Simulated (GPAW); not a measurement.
Consider SnO2 (Pnnm).

```
Sn O
1.0
     4.78800    0.00000    0.00000
     0.00000    4.86658    0.00000
     0.00000    0.00000    3.24090
Sn O
2 4
Direct
  0.00000 0.00000 0.00000
  0.50000 0.50000 0.50000
  0.70815 0.67896 0.00000
  0.20814 0.82104 0.50000
  0.79185 0.17896 0.50000
  0.29185 0.32104 0.00000
```

Absorber: atom 3, with 3 Sn at 2.09 Å (distorted trigonal planar, site symmetry m). Method: GPAW, LDA, full core hole (charged cell), 24-atom cell with 6.8 Å between holes, 3×3×3 k points, dipole transitions, Gaussian full width 0.9 eV up to 4 eV, rising linearly to 3.5 eV at 25 eV.

Question: Predict the near-edge structure at the O K edge.

Main maxima up to 24 eV above the zero (height): 3.6 eV (2.78) and 9.2 eV (2.52). A K edge sees empty p states on the absorber. The total-energy difference plus the lowest empty eigenvalue puts the zero at 532.78 eV. One term is added: -8.83 eV, since the hole is spin-paired here and a spin-polarised one costs that much less in the free atom (computed apart). The photon energy is then 523.95 eV. The functional and the charged cell's background leave an error in such absolute values: in the free atom LDA prices this hole 4.1 eV below PBE (computed apart), and PBE is itself good to a few eV.

The O K spectrum (energy from the lowest empty level; intensity scaled to a mean of 1 over the first 20 eV; polarised curves are means over the symmetry-equivalent atoms):

| E (eV) | isotropic | ε ∥ x | ε ∥ y | ε ∥ z |
| --- | --- | --- | --- | --- |
| -2.0 | 0.00 | 0.00 | 0.00 | 0.00 |
| -1.5 | 0.00 | 0.00 | 0.00 | 0.00 |
| -1.0 | 0.00 | 0.00 | 0.00 | 0.00 |
| -0.5 | 0.00 | 0.00 | 0.00 | 0.00 |
| 0.0 | 0.00 | 0.01 | 0.00 | 0.00 |
| 0.5 | 0.01 | 0.01 | 0.01 | 0.01 |
| 1.0 | 0.08 | 0.09 | 0.07 | 0.10 |
| 1.5 | 0.18 | 0.20 | 0.16 | 0.18 |
| 2.0 | 0.27 | 0.29 | 0.25 | 0.28 |
| 2.5 | 0.86 | 0.70 | 0.65 | 1.22 |
| 3.0 | 1.93 | 1.50 | 1.50 | 2.78 |
| 3.5 | 2.78 | 2.02 | 2.11 | 4.21 |
| 4.0 | 2.07 | 1.30 | 1.38 | 3.52 |
| 4.5 | 0.95 | 0.66 | 0.71 | 1.47 |
| 5.0 | 0.75 | 0.61 | 0.62 | 1.01 |
| 5.5 | 0.65 | 0.56 | 0.55 | 0.84 |
| 6.0 | 0.65 | 0.65 | 0.62 | 0.69 |
| 6.5 | 1.09 | 0.97 | 0.92 | 1.37 |
| 7.0 | 1.63 | 1.35 | 1.31 | 2.23 |
| 7.5 | 1.89 | 1.64 | 1.66 | 2.39 |
| 8.0 | 2.03 | 1.92 | 1.97 | 2.21 |
| 8.5 | 2.28 | 2.32 | 2.38 | 2.13 |
| 9.0 | 2.50 | 2.72 | 2.77 | 2.00 |
| 9.5 | 2.47 | 2.81 | 2.85 | 1.73 |
| 10.0 | 2.15 | 2.53 | 2.55 | 1.37 |
| 10.5 | 1.79 | 2.14 | 2.11 | 1.11 |
| 11.0 | 1.48 | 1.74 | 1.71 | 0.99 |
| 11.5 | 1.15 | 1.30 | 1.29 | 0.86 |
| 12.0 | 0.81 | 0.89 | 0.87 | 0.66 |
| 12.5 | 0.56 | 0.63 | 0.57 | 0.48 |
| 13.0 | 0.42 | 0.49 | 0.42 | 0.34 |
| 13.5 | 0.34 | 0.41 | 0.36 | 0.24 |
| 14.0 | 0.30 | 0.36 | 0.34 | 0.19 |
| 14.5 | 0.29 | 0.34 | 0.33 | 0.18 |
| 15.0 | 0.31 | 0.35 | 0.34 | 0.23 |
| 15.5 | 0.35 | 0.37 | 0.37 | 0.32 |
| 16.0 | 0.41 | 0.40 | 0.42 | 0.41 |
| 16.5 | 0.47 | 0.43 | 0.50 | 0.48 |
| 17.0 | 0.53 | 0.48 | 0.60 | 0.52 |
| 17.5 | 0.58 | 0.54 | 0.69 | 0.53 |
| 18.0 | 0.62 | 0.59 | 0.75 | 0.53 |
| 18.5 | 0.64 | 0.63 | 0.77 | 0.53 |
| 19.0 | 0.65 | 0.65 | 0.75 | 0.53 |
| 19.5 | 0.65 | 0.67 | 0.72 | 0.55 |
| 20.0 | 0.65 | 0.69 | 0.69 | 0.58 |
| 20.5 | 0.68 | 0.72 | 0.69 | 0.62 |
| 21.0 | 0.71 | 0.77 | 0.69 | 0.68 |
| 21.5 | 0.75 | 0.81 | 0.70 | 0.75 |
| 22.0 | 0.79 | 0.84 | 0.70 | 0.83 |
| 22.5 | 0.83 | 0.86 | 0.70 | 0.93 |
| 23.0 | 0.87 | 0.85 | 0.70 | 1.05 |
| 23.5 | 0.91 | 0.85 | 0.71 | 1.17 |
| 24.0 | 0.95 | 0.86 | 0.72 | 1.28 |
| 24.5 | 1.01 | 0.88 | 0.75 | 1.39 |
| 25.0 | 1.06 | 0.92 | 0.79 | 1.47 |
| 25.5 | 1.10 | 0.95 | 0.84 | 1.52 |
| 26.0 | 1.12 | 0.97 | 0.88 | 1.52 |
| 26.5 | 1.12 | 0.98 | 0.92 | 1.47 |
| 27.0 | 1.10 | 0.96 | 0.96 | 1.39 |
| 27.5 | 1.07 | 0.94 | 0.99 | 1.29 |
| 28.0 | 1.05 | 0.92 | 1.03 | 1.19 |
| 28.5 | 1.05 | 0.93 | 1.09 | 1.13 |
| 29.0 | 1.08 | 0.96 | 1.16 | 1.11 |
| 29.5 | 1.13 | 1.04 | 1.24 | 1.11 |
| 30.0 | 1.20 | 1.14 | 1.31 | 1.14 |
| 30.5 | 1.26 | 1.24 | 1.36 | 1.17 |
| 31.0 | 1.29 | 1.33 | 1.38 | 1.17 |
| 31.5 | 1.30 | 1.38 | 1.38 | 1.14 |
| 32.0 | 1.27 | 1.38 | 1.36 | 1.07 |

The mesh is coarse (0.35 Å⁻¹ between points), so small maxima may be mesh ripples. Lifetime broadening is put in by hand, and intensities beyond about 20 eV depend on it and on the partial waves. The structure is a computed Materials Project entry and may be a hypothetical form.

[Banner, clock and machine lines of the logs are left out without a mark of their own.]

[Logs are printed without paths, hosts, clocks, repeated set-up lines and the standing remarks that a program may print on its own settings, such as how far it seeks lower states.]

[Hosts, paths, dates, database ids (printed as entryN), source tags and the programs' standing remarks are cut or masked in the printed files.]

[Lists of maxima count a maximum above −3 eV only where it reaches 4 % of the highest in the window and stands out from its surroundings by 2 % of it (1.5 % where it reaches 55 %); shoulders and weaker maxima are passed over, and of the rest the first, up to two pre-edge ones and the few strongest are named.]
